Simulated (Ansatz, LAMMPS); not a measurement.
# Squeezing and shearing glassy 68GeO2-32ZnO (mol %) (91 atoms): runs compared

Aim: relax glassy 68GeO2-32ZnO (mol %) (91 atoms), then change its volume and shape to read moduli from the stress.

Computed with Ansatz 0.2.0: Kohn-Sham DFT, PBE, PAW (set soft_1), plane waves.

**1. The cell as built**

The cell holds 91 atoms: 23 Ge, 11 Zn and 57 O. Cell: a = 11.046 Å, b = 11.046 Å, c = 11.046 Å, α = 90.0°, β = 90.0°, γ = 90.0°. 91 atoms (23 Ge, 11 Zn, 57 O) placed at random at 4 g/cm³, melted at 4000 K for 10 ps at fixed volume with the Morse and Coulomb pair potential with partial charges (Pedone, Malavasi, Menziani, Cormack and Segre, J. Phys. Chem. B 110, 11780 (2006)). Quenched from 4000 K to 300 K at 50 K/ps and fixed volume, held 10 ps at zero pressure, then minimised at fixed cell.

Limits known from the start: The quench rate of 50 K/ps is many orders above laboratory rates, so the cell is likely richer in defects and strain than a real sample. The starting topology of bonds comes from the classical model, and needn't be the one that DFT or experiment would give. The Brillouin zone is sampled at Γ only.

**2. The reference run**

The reference is a single point at the end of the relaxation.

Every strained cell starts from the geometry of this run, and its atoms are relaxed with the cell held.

Its input, with most atom lines left out:

```yaml
crystal:
  lattice:
    - [11.03387, -0.08074, 0.27868]
    - [-0.08074, 10.82102, 0.17922]
    - [0.27868, 0.17922, 10.95597]
  atoms:
    - { symbol: Ge, position: [0.59037, 0.00278, 0.08879] }
    - { symbol: Ge, position: [0.56757, 0.54458, 0.2989] }
    - { symbol: Ge, position: [0.03322, 0.6749, 0.81599] }
    - { symbol: Ge, position: [0.34011, 0.95685, 0.46001] }
    - { symbol: Ge, position: [0.53088, 0.71018, 0.7662] }
    - { symbol: Ge, position: [0.39476, 0.39735, 0.10816] }
    - { symbol: Ge, position: [0.94358, 0.26892, 0.0421] }
    [... atom lines 8 to 91 left out ...]
kpoints:
  mp_grid: { grid: [1, 1, 1] }
hamiltonian:
  xc: pbe
  pseudopotentials: { kind: paw, azcp: { folder: soft_1 } }
scf:
  occupations: { method: gaussian, width: 0.05 }
output:
  forces: true
  stress: true
  populations: true
  dos:
    method: { smearing: { sigma: 0.08 } }
    de: 0.1
    projected: { site_lists: { Ge: [Ge], O: [O], Zn: [Zn] } }
  eigenvalues: true
  write_density: true
  write_potential: true
  volumetric_format: npy
  elf: true
```

| Quantity | Value |
| --- | --- |
| free energy per atom | -1842.1090 eV/atom |
| r.m.s. force component | 0.00797 eV/Å |
| pressure | -0.00745 GPa |

Filled and empty levels are parted by 1.66 eV (at Γ alone); a semilocal functional tends to put such gaps too low. In a disordered cell it changes from sample to sample, and tail or defect levels can set it.

**3. The runs**

Each row is one run, on 4 threads of Arm Neoverse V2, shared host. The free energy is the program's total, comparable only between runs with the same functional, potentials and atoms.

```csv
run,atoms,outcome,"ionic steps, all passes",free energy (eV),time,host memory (GiB)
Single point at the start,91,converged,-,-167622.972,22 s,2.0
Cell and atoms relaxed,91,converged,31,-167631.918,9.4 min,2.0
Single point at the relaxed geometry,91,converged,-,-167631.918,31 s,2.0
Volume -3 %,91,converged,9,-167631.709,2.8 min,1.9
Volume +3 %,91,converged,8,-167631.726,2.7 min,2.1
Volume -6 %,91,converged,16,-167631.651,4.9 min,1.9
Volume +6 %,91,converged,7,-167631.153,2.3 min,2.1
Volume -10 %,91,converged,15,-167630.338,4.1 min,1.8
Stretched by 1 % along x,91,converged,5,-167631.875,1.7 min,2.0
Compressed by 1 % along x,91,converged,6,-167631.879,1.9 min,2.0
Sheared by 2 % in xy,91,converged,5,-167631.874,93 s,2.0
```

In some runs the program notes that the SCF threshold is loose for the stress.

**4. Pressure against volume**

Atoms are relaxed at each volume, in the scaled cell.

```csv
volume change (%),volume (Å³/atom),energy change (meV/atom),pressure (GPa),largest move on relaxing (Å),bonds,gap (eV)
-10,12.925,17.36,5.62,1.57,148,1.70
-6,13.499,2.93,2.59,1.63,148,1.70
-3,13.930,2.29,1.67,0.16,145,1.69
+0,14.361,0.00,-0.01,-,145,1.66
+3,14.792,2.10,-1.59,0.12,144,1.62
+6,15.223,8.41,-3.02,0.24,143,1.57
```

**5. Uniaxial strain and shear**

Stress (GPa, compression positive) less that of the relaxed cell, atoms relaxed:

```csv
strain,xx,yy,zz,xy,energy change (meV/atom)
stretched by 1 % along x,-1.003,-0.269,-0.346,0.023,0.47
compressed by 1 % along x,0.987,0.286,0.376,-0.005,0.43
sheared by 2 % in xy,0.011,0.017,0.012,-0.591,0.49
```

**6. What came out**

The bulk modulus, from the slope of pressure against ln V over the three points nearest the relaxed volume, is 54.3 GPa; between neighbouring points the slope runs 70, 29, 55, 54 and 50 GPa from the smallest volume up, without a steady fall, so no pressure derivative is given. The count of bonds runs from 143 to 148 over the series, so at some points contacts cross the cutoffs. At -10 % and -6 % some atom moved by over 0.5 Å on relaxing, so those points may sit in another local minimum. The gap goes from 1.70 eV at the smallest volume to 1.57 eV at the largest, -0.8 eV per unit of ln V by a straight line, on the run's k-points. In the Cartesian axes of the cell, finite differences give C11 = 99.5, C12 = 27.7, C13 = 36.1 and C66 = 29.6 GPa (the shear of 2 % is the engineering strain, εxy = 0.01). The mean of C11, C12 and C13, which equals the bulk modulus in a cubic or isotropic solid, is 54.5 GPa: it agrees with the bulk modulus within 10 %. For an isotropic solid C66 would equal (C11 − C12)/2 = 35.9 GPa; so small a sample needn't be isotropic, and C66 rests on one shear. With the bulk modulus and C66 as K and G, Young's modulus would be about 75 GPa and Poisson's ratio 0.27.

Caveats: Strains are finite and relaxations stop at the force tolerance of the input, which can leave moduli too stiff; they are those of a static cell at zero temperature. Volumes are changed with the cell's shape held, so in an anisotropic solid the modulus lies over the one under free hydrostatic load. The program notes that the SCF threshold of the relaxations is loose for the stress.

The DFT runs together took 32 min of wall time.

[Logs are printed without paths, hosts, clocks, repeated set-up lines and the standing remarks that a program may print on its own settings, such as how far it seeks lower states.]

[Hosts, paths, dates, database ids (printed as entryN), source tags and the programs' standing remarks are cut or masked in the printed files.]
